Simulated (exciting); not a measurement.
**Core excitons at the N K edge of LiGeN**

Wanted: the near-edge spectrum and the bound core excitons at the N K edge of LiGeN.

Calculated with exciting sodium; X-ray absorption, core-level Bethe-Salpeter equation, exchange and statically screened direct term, Tamm-Dancoff, all-electron LAPW+lo LDA.

Report form: the programs' logs are mostly left out.

**1. The starting structure**

The structure is hexagonal, space group P6_3mc (No. 186). Conventional cell: a = 3.012 Å, b = 3.012 Å, c = 9.419 Å, α = 90.00°, β = 90.00°, γ = 120.00°. Ge has 3 N at 2.00 Å nearest. Nearest to N lie 3 Ge at 2.00 Å and 3 Li at 2.18 Å. Nearest to Li lie 3 N at 2.18 Å. Farther neighbours and most contacts between anions are not listed.

Structure file:

```xyz
6
Lattice="3.0124 0.0000 0.0000 -1.5062 2.6088 0.0000 0.0000 0.0000 9.4195" Properties=species:S:1:pos:R:3 pbc="T T T"
Ge    0.0000    0.0000    9.4008
Ge    0.0000    0.0000    4.6911
N     1.5062    0.8696    0.9723
N     0.0000    1.7392    5.6820
Li    0.0000    1.7392    2.2926
Li    1.5062    0.8696    7.0024
```

Differences between curves are given as r.m.s. difference over r.m.s. height.

**2. The self-consistent potential**

The species files are the program's own, with muffin-tin radii set in the input.

Input file input.xml:

```
<input>
  <title>LiGeN</title>
  <structure speciespath="." autormt="false" epslat="1.0e-5">
    <crystal>
      <basevect>5.6926271065 0.0000000000 0.0000000000</basevect>
      <basevect>-2.8463135532 4.9299596885 0.0000000000</basevect>
      <basevect>0.0000000000 0.0000000000 17.8001977489</basevect>
    </crystal>
    <species speciesfile="Ge.xml" rmt="2.127">
      <atom coord="0.0000000000 0.0000000000 0.9980230000"/>
      <atom coord="0.0000000000 0.0000000000 0.4980230000"/>
    </species>
    <species speciesfile="N.xml" rmt="1.542">
      <atom coord="0.6666666667 0.3333333333 0.1032230000"/>
      <atom coord="0.3333333333 0.6666666667 0.6032230000"/>
    </species>
    <species speciesfile="Li.xml" rmt="2.236">
      <atom coord="0.3333333333 0.6666666667 0.2433920000"/>
      <atom coord="0.6666666667 0.3333333333 0.7433920000"/>
    </species>
  </structure>
  <groundstate do="fromscratch" xctype="LDA_PW" ngridk="5 5 2" rgkmax="7" gmaxvr="14" nempty="8" swidth="0.001" maxscl="100" epsengy="1e-5"/>
</input>
```

On the command line:

```
$ OMP_NUM_THREADS=1 mpirun -n 4 exciting
```

The job ended after 72 s (4 MPI ranks of Arm Neoverse V2, shared host).

The mesh shows a gap of 1.94 eV. Core levels (Dirac, from the valence top):

| atom | level | energy (eV) |
| --- | --- | --- |
| Ge | 2s1/2 | -1363.2 |
| Ge | 2p1/2 | -1213.3 |
| Ge | 2p3/2 | -1181.5 |
| Ge | 3s1/2 | -162.1 |
| Ge | 3p1/2 | -112.7 |
| Ge | 3p3/2 | -108.4 |
| N | 1s1/2 | -372.6 |

**3. A richer basis for the empty states**

Each species file gets more local orbitals, built from u and its energy derivative at 0.15 Ha and u at 0.9 Ha.

input.xml is that of step 2.

Input file SPECIES.xml, added lines:

```
<lo l="L">  <!-- L = 0, 1, 2 -->
  <wf matchingOrder="0" trialEnergy="0.1500" searchE="false"/>
  <wf matchingOrder="1" trialEnergy="0.1500" searchE="false"/>
  <wf matchingOrder="0" trialEnergy="0.9000" searchE="false"/>
</lo>
```

On the command line:

```
$ OMP_NUM_THREADS=1 mpirun -n 4 exciting
```

Elapsed: 1.7 min, on 4 MPI ranks.

Against the first ground state the total energy moves by -7 meV an atom and the gap by 0.00 eV.

**4. Screening, kernels and BSE for N atom 3**

The absorber has 3 Ge at 2.00 Å and 3 Li at 2.18 Å (distorted octahedral, site symmetry 3m).

input.xml, as its differences from that of step 3:

```diff
@@ -21,3 +21,20 @@
   </structure>
-  <groundstate do="fromscratch" xctype="LDA_PW" ngridk="5 5 2" rgkmax="7" gmaxvr="14" nempty="8" swidth="0.001" maxscl="100" epsengy="1e-5"/>
+  <groundstate do="skip" xctype="LDA_PW" ngridk="5 5 2" rgkmax="7" gmaxvr="14" nempty="8" swidth="0.001" maxscl="100" epsengy="1e-5"/>
+  <xs xstype="BSE" ngridk="5 5 2" ngridq="5 5 2" vkloff="0.097 0.273 0.493" rgkmax="7" nempty="31" gqmax="3" lmaxapwwf="5" lmaxemat="2" broad="0.01654" tevout="true">
+    <energywindow intv="13.318 14.935" points="439"/>
+    <screening screentype="full" nempty="53"/>
+    <BSE xas="true" xasspecies="2" xasatom="1" xasedge="K" bsetype="singlet" nstlxas="1 27"/>
+    <qpointset>
+      <qpoint>0 0 0</qpoint>
+    </qpointset>
+    <plan>
+      <doonly task="xsgeneigvec"/>
+      <doonly task="writepmatxs"/>
+      <doonly task="scrgeneigvec"/>
+      <doonly task="scrwritepmat"/>
+      <doonly task="screen"/>
+      <doonly task="scrcoulint"/>
+      <doonly task="exccoulint"/>
+    </plan>
+  </xs>
 </input>
```

Input file input.xml for the last start (plan only):

```
  <plan>
    <doonly task="bse"/>
  </plan>
```

On the command line:

```
$ OMP_NUM_THREADS=1 mpirun -n 4 exciting
$ OMP_NUM_THREADS=4 exciting
```

Wall time 15 min (4 MPI ranks).

Wall time by task: xsgeneigvec 20 s, writepmatxs 6.2 s, scrgeneigvec 19 s, scrwritepmat 5.1 s, screen 3.6 min, scrcoulint 5.3 min, exccoulint 4.9 min, bse 21 s.

The N K spectrum of N atom 3 (energy from the Kohn–Sham onset, core level to the lowest empty state found on the meshes used, 374.12 eV; the shifted mesh sets it, since it comes nearer the band minimum than the ground-state mesh; Im ε scaled to the maximum of the singlet run; cut below the end of the band set):

| E (eV) | isotropic | ε ⊥ c | ε ∥ c |
| --- | --- | --- | --- |
| -5.0 | 0.02 | 0.02 | 0.02 |
| -4.5 | 0.03 | 0.03 | 0.03 |
| -4.0 | 0.03 | 0.03 | 0.04 |
| -3.5 | 0.04 | 0.04 | 0.04 |
| -3.0 | 0.05 | 0.05 | 0.06 |
| -2.5 | 0.07 | 0.07 | 0.08 |
| -2.0 | 0.10 | 0.09 | 0.13 |
| -1.5 | 0.18 | 0.14 | 0.25 |
| -1.0 | 0.37 | 0.24 | 0.63 |
| -0.5 | 0.75 | 0.54 | 1.18 |
| 0.0 | 1.00 | 1.10 | 0.80 |
| 0.5 | 0.88 | 1.02 | 0.60 |
| 1.0 | 0.81 | 0.97 | 0.50 |
| 1.5 | 0.85 | 1.02 | 0.50 |
| 2.0 | 0.97 | 1.13 | 0.65 |
| 2.5 | 0.99 | 1.11 | 0.76 |
| 3.0 | 0.83 | 0.88 | 0.74 |
| 3.5 | 0.78 | 0.81 | 0.72 |
| 4.0 | 0.73 | 0.74 | 0.71 |
| 4.5 | 0.70 | 0.69 | 0.72 |
| 5.0 | 0.70 | 0.65 | 0.79 |
| 5.5 | 0.69 | 0.70 | 0.67 |
| 6.0 | 0.60 | 0.64 | 0.52 |
| 6.5 | 0.47 | 0.53 | 0.37 |
| 7.0 | 0.45 | 0.54 | 0.27 |
| 7.5 | 0.49 | 0.61 | 0.26 |
| 8.0 | 0.46 | 0.53 | 0.32 |
| 8.5 | 0.39 | 0.42 | 0.33 |
| 9.0 | 0.48 | 0.51 | 0.42 |
| 9.5 | 0.53 | 0.49 | 0.62 |
| 10.0 | 0.52 | 0.46 | 0.63 |
| 10.5 | 0.57 | 0.54 | 0.62 |
| 11.0 | 0.42 | 0.39 | 0.47 |
| 11.5 | 0.27 | 0.23 | 0.35 |
| 12.0 | 0.22 | 0.17 | 0.33 |
| 12.5 | 0.20 | 0.15 | 0.30 |
| 13.0 | 0.18 | 0.13 | 0.27 |
| 13.5 | 0.17 | 0.12 | 0.27 |
| 14.0 | 0.18 | 0.13 | 0.28 |
| 14.5 | 0.17 | 0.13 | 0.26 |
| 15.0 | 0.19 | 0.14 | 0.29 |
| 15.5 | 0.15 | 0.13 | 0.19 |

Maxima (height): 0.1 eV (1.00), 2.4 eV (1.00), 7.6 eV (0.49), 9.4 eV (0.54), 10.5 eV (0.57) and 14.9 eV (0.19).

The Hamiltonian has 2700 rows. The lowest groups of eigenvalues and the brightest ones, on the scale above. Core spinors bring spin-forbidden partners, so dark means forbidden by spin or by symmetry, and the shifted mesh splits states that symmetry would keep together:

| energy (eV) | states within 10 meV | relative strength |
| --- | --- | --- |
| -0.625 | 1 | dark |
| -0.587 | 1 | 1.00 |
| -0.336 | 2 | 0.18 |
| -0.227 | 2 | 0.024 |
| -0.186 | 2 | 0.20 |
| -0.104 | 1 | dark |
| -0.087 | 1 | 0.41 |
| 0.007 | 1 | 0.50 |
| 0.141 | 2 | 0.24 |
| 0.212 | 2 | 0.28 |
| 1.676 | 2 | 0.26 |
| 1.932 | 1 | 0.33 |

**5. Independent particles**

input.xml, as its differences from that of step 4:

```diff
@@ -25,3 +25,3 @@
     <screening screentype="full" nempty="53"/>
-    <BSE xas="true" xasspecies="2" xasatom="1" xasedge="K" bsetype="singlet" nstlxas="1 27"/>
+    <BSE xas="true" xasspecies="2" xasatom="1" xasedge="K" bsetype="IP" nstlxas="1 27"/>
     <qpointset>
@@ -30,9 +30,3 @@
     <plan>
-      <doonly task="xsgeneigvec"/>
-      <doonly task="writepmatxs"/>
-      <doonly task="scrgeneigvec"/>
-      <doonly task="scrwritepmat"/>
-      <doonly task="screen"/>
-      <doonly task="scrcoulint"/>
-      <doonly task="exccoulint"/>
+      <doonly task="bse"/>
     </plan>
```

On the command line:

```
$ OMP_NUM_THREADS=4 exciting
```

It took 1.5 s on 4 threads.

Maxima (height): 3.9 eV (0.69), 4.8 eV (0.68), 6.4 eV (0.82), 10.0 eV (0.66) and 11.4 eV (0.98); 3 lower ones aren't listed. Against the singlet run the r.m.s. difference is 55 %. The highest maximum lies at 11.4 eV (0.98), against 0.1 eV (1.00).

**6. Exchange alone**

input.xml, as its differences from that of step 5:

```diff
@@ -25,3 +25,3 @@
     <screening screentype="full" nempty="53"/>
-    <BSE xas="true" xasspecies="2" xasatom="1" xasedge="K" bsetype="IP" nstlxas="1 27"/>
+    <BSE xas="true" xasspecies="2" xasatom="1" xasedge="K" bsetype="RPA" nstlxas="1 27"/>
     <qpointset>
```

On the command line:

```
$ OMP_NUM_THREADS=4 exciting
```

Wall time 12 s (4 threads).

Maxima (height): 3.9 eV (0.66), 4.8 eV (0.65), 6.4 eV (0.81), 10.0 eV (0.66) and 11.4 eV (1.02); 3 lower ones aren't listed. Against the independent-particle run the r.m.s. difference is 5 %.

**7. Local-field cutoff**

Changed against the first singlet run: cutoff of the screened term (bohr⁻¹) from 3 to 4.

input.xml, as its differences from that of step 6:

```diff
@@ -22,6 +22,6 @@
   <groundstate do="skip" xctype="LDA_PW" ngridk="5 5 2" rgkmax="7" gmaxvr="14" nempty="8" swidth="0.001" maxscl="100" epsengy="1e-5"/>
-  <xs xstype="BSE" ngridk="5 5 2" ngridq="5 5 2" vkloff="0.097 0.273 0.493" rgkmax="7" nempty="31" gqmax="3" lmaxapwwf="5" lmaxemat="2" broad="0.01654" tevout="true">
+  <xs xstype="BSE" ngridk="5 5 2" ngridq="5 5 2" vkloff="0.097 0.273 0.493" rgkmax="7" nempty="31" gqmax="4" lmaxapwwf="5" lmaxemat="2" broad="0.01654" tevout="true">
     <energywindow intv="13.318 14.935" points="439"/>
     <screening screentype="full" nempty="53"/>
-    <BSE xas="true" xasspecies="2" xasatom="1" xasedge="K" bsetype="RPA" nstlxas="1 27"/>
+    <BSE xas="true" xasspecies="2" xasatom="1" xasedge="K" bsetype="singlet" nstlxas="1 27"/>
     <qpointset>
@@ -30,3 +30,5 @@
     <plan>
-      <doonly task="bse"/>
+      <doonly task="xsgeneigvec"/>
+      <doonly task="screen"/>
+      <doonly task="scrcoulint"/>
     </plan>
```

Input file input.xml for the exchange start (cutoff and plan only):

```
  gqmax="3"
  <plan>
    <doonly task="exccoulint"/>
  </plan>
```

Input file input.xml for the last start (plan only):

```
  <plan>
    <doonly task="bse"/>
  </plan>
```

On the command line:

```
$ OMP_NUM_THREADS=1 mpirun -n 4 exciting
$ OMP_NUM_THREADS=1 mpirun -n 4 exciting
$ OMP_NUM_THREADS=4 exciting
```

The job ended after 19 min (4 MPI ranks).

Wall time by task: xsgeneigvec 20 s, screen 5.1 min, scrcoulint 8 min, exccoulint 5.3 min, bse 12 s.

Against the singlet run the r.m.s. difference is 5 %. The highest maximum lies at 0.0 eV (1.09), against 0.1 eV (1.00). The kernels miss the short-range part of the Coulomb interaction, its components above their cutoff.

| E (eV) | first run | this run |
| --- | --- | --- |
| -5.0 | 0.02 | 0.02 |
| -4.0 | 0.03 | 0.04 |
| -3.0 | 0.05 | 0.06 |
| -2.0 | 0.10 | 0.11 |
| -1.0 | 0.37 | 0.42 |
| 0.0 | 1.00 | 1.08 |
| 1.0 | 0.81 | 0.86 |
| 2.0 | 0.97 | 1.01 |
| 3.0 | 0.83 | 0.84 |
| 4.0 | 0.73 | 0.73 |
| 5.0 | 0.70 | 0.69 |
| 6.0 | 0.60 | 0.58 |
| 7.0 | 0.45 | 0.44 |
| 8.0 | 0.46 | 0.44 |
| 9.0 | 0.48 | 0.47 |
| 10.0 | 0.52 | 0.50 |
| 11.0 | 0.42 | 0.38 |
| 12.0 | 0.22 | 0.20 |
| 13.0 | 0.18 | 0.17 |
| 14.0 | 0.18 | 0.17 |
| 15.0 | 0.19 | 0.18 |

**8. Coarser mesh**

Changed against the first singlet run: k mesh from 5×5×2 to 4×4×1.

input.xml, as its differences from that of step 7:

```diff
@@ -22,3 +22,3 @@
   <groundstate do="skip" xctype="LDA_PW" ngridk="5 5 2" rgkmax="7" gmaxvr="14" nempty="8" swidth="0.001" maxscl="100" epsengy="1e-5"/>
-  <xs xstype="BSE" ngridk="5 5 2" ngridq="5 5 2" vkloff="0.097 0.273 0.493" rgkmax="7" nempty="31" gqmax="4" lmaxapwwf="5" lmaxemat="2" broad="0.01654" tevout="true">
+  <xs xstype="BSE" ngridk="4 4 1" ngridq="4 4 1" vkloff="0.097 0.273 0.493" rgkmax="7" nempty="31" gqmax="3" lmaxapwwf="5" lmaxemat="2" broad="0.01654" tevout="true">
     <energywindow intv="13.318 14.935" points="439"/>
@@ -31,4 +31,8 @@
       <doonly task="xsgeneigvec"/>
+      <doonly task="writepmatxs"/>
+      <doonly task="scrgeneigvec"/>
+      <doonly task="scrwritepmat"/>
       <doonly task="screen"/>
       <doonly task="scrcoulint"/>
+      <doonly task="exccoulint"/>
     </plan>
```

Input file input.xml for the last start (plan only):

```
  <plan>
    <doonly task="bse"/>
  </plan>
```

On the command line:

```
$ OMP_NUM_THREADS=1 mpirun -n 4 exciting
$ OMP_NUM_THREADS=4 exciting
```

Run time: 3.9 min. Hardware: 4 MPI ranks.

These settings are cheaper. Against the singlet run the r.m.s. difference is 8 %. The highest maximum lies at 2.2 eV (1.10), against 0.1 eV (1.00). The first bright state moves from -0.59 to -0.53 eV. The lowest bare transition of this run lies at 0.43 eV, against 0.00. A coarse mesh samples few band energies, and it inflates the long-range part of the attraction.

| E (eV) | first run | this run |
| --- | --- | --- |
| -5.0 | 0.02 | 0.02 |
| -4.0 | 0.03 | 0.03 |
| -3.0 | 0.05 | 0.05 |
| -2.0 | 0.10 | 0.11 |
| -1.0 | 0.37 | 0.39 |
| 0.0 | 1.00 | 1.05 |
| 1.0 | 0.81 | 0.75 |
| 2.0 | 0.97 | 1.06 |
| 3.0 | 0.83 | 0.88 |
| 4.0 | 0.73 | 0.76 |
| 5.0 | 0.70 | 0.72 |
| 6.0 | 0.60 | 0.61 |
| 7.0 | 0.45 | 0.51 |
| 8.0 | 0.46 | 0.47 |
| 9.0 | 0.48 | 0.46 |
| 10.0 | 0.52 | 0.51 |
| 11.0 | 0.42 | 0.42 |
| 12.0 | 0.22 | 0.19 |
| 13.0 | 0.18 | 0.16 |
| 14.0 | 0.18 | 0.26 |
| 15.0 | 0.19 | 0.15 |

**9. The levels of theory side by side**

| level | curve passes 0.15 (eV) | highest maximum (eV) | its height |
| --- | --- | --- | --- |
| IP | -0.1 | 11.4 | 0.98 |
| RPA | 0.0 | 11.4 | 1.02 |
| singlet | -1.6 | 0.1 | 1.00 |

| E (eV) | IP | RPA | singlet |
| --- | --- | --- | --- |
| -5.0 | 0.01 | 0.01 | 0.02 |
| -4.0 | 0.02 | 0.02 | 0.03 |
| -3.0 | 0.02 | 0.02 | 0.05 |
| -2.0 | 0.03 | 0.03 | 0.10 |
| -1.0 | 0.06 | 0.05 | 0.37 |
| 0.0 | 0.19 | 0.17 | 1.00 |
| 1.0 | 0.44 | 0.41 | 0.81 |
| 2.0 | 0.40 | 0.37 | 0.97 |
| 3.0 | 0.63 | 0.58 | 0.83 |
| 4.0 | 0.68 | 0.65 | 0.73 |
| 5.0 | 0.67 | 0.65 | 0.70 |
| 6.0 | 0.77 | 0.75 | 0.60 |
| 7.0 | 0.64 | 0.65 | 0.45 |
| 8.0 | 0.57 | 0.57 | 0.46 |
| 9.0 | 0.49 | 0.50 | 0.48 |
| 10.0 | 0.66 | 0.66 | 0.52 |
| 11.0 | 0.78 | 0.78 | 0.42 |
| 12.0 | 0.64 | 0.70 | 0.22 |
| 13.0 | 0.38 | 0.40 | 0.18 |
| 14.0 | 0.28 | 0.29 | 0.18 |
| 15.0 | 0.27 | 0.29 | 0.19 |

**10. What came out**

| Property | Result |
| --- | --- |
| absorber and edge | N K, atom 3 |
| surroundings | 3 Ge at 2.00 Å and 3 Li at 2.18 Å (distorted octahedral, site symmetry 3m) |
| first bright state | -0.59 eV from the Kohn–Sham onset, on this mesh |
| highest maximum | 0.1 eV |
| cost of the BSE run | 15 min on 4 MPI ranks of Arm Neoverse V2, shared host; the last task ran on as many threads |

Is a core exciton bound? Yes on this mesh: the first bright state (over 5 % of the brightest) lies at -0.59 eV from the Kohn–Sham onset. Changing the cutoff of the screened term (bohr⁻¹) from 3 to 4 alters the spectrum by 5 % r.m.s. Exchange alone changes the independent-particle spectrum by 5 % r.m.s. With 50 k points the binding energies are rough, and fine structure above the first lines is partly noise of the mesh. Exchange and the short-range direct term aren't converged in the kernel cutoff. The zero comes from the shifted mesh, which comes near the band minimum without meeting it. The Kohn–Sham onset, 374 eV, is no photon energy: the scale needs a rigid shift. No quasiparticle correction widens the gap or stretches the bands. Vibrations and energy-dependent lifetimes are left out. The structure is a Materials Project entry, computed there, and may be a hypothetical form.

[Logs are printed without paths, hosts, clocks, repeated set-up lines and the standing remarks that a program may print on its own settings, such as how far it seeks lower states.]

[Hosts, paths, dates, database ids (printed as entryN), source tags and the programs' standing remarks are cut or masked in the printed files.]
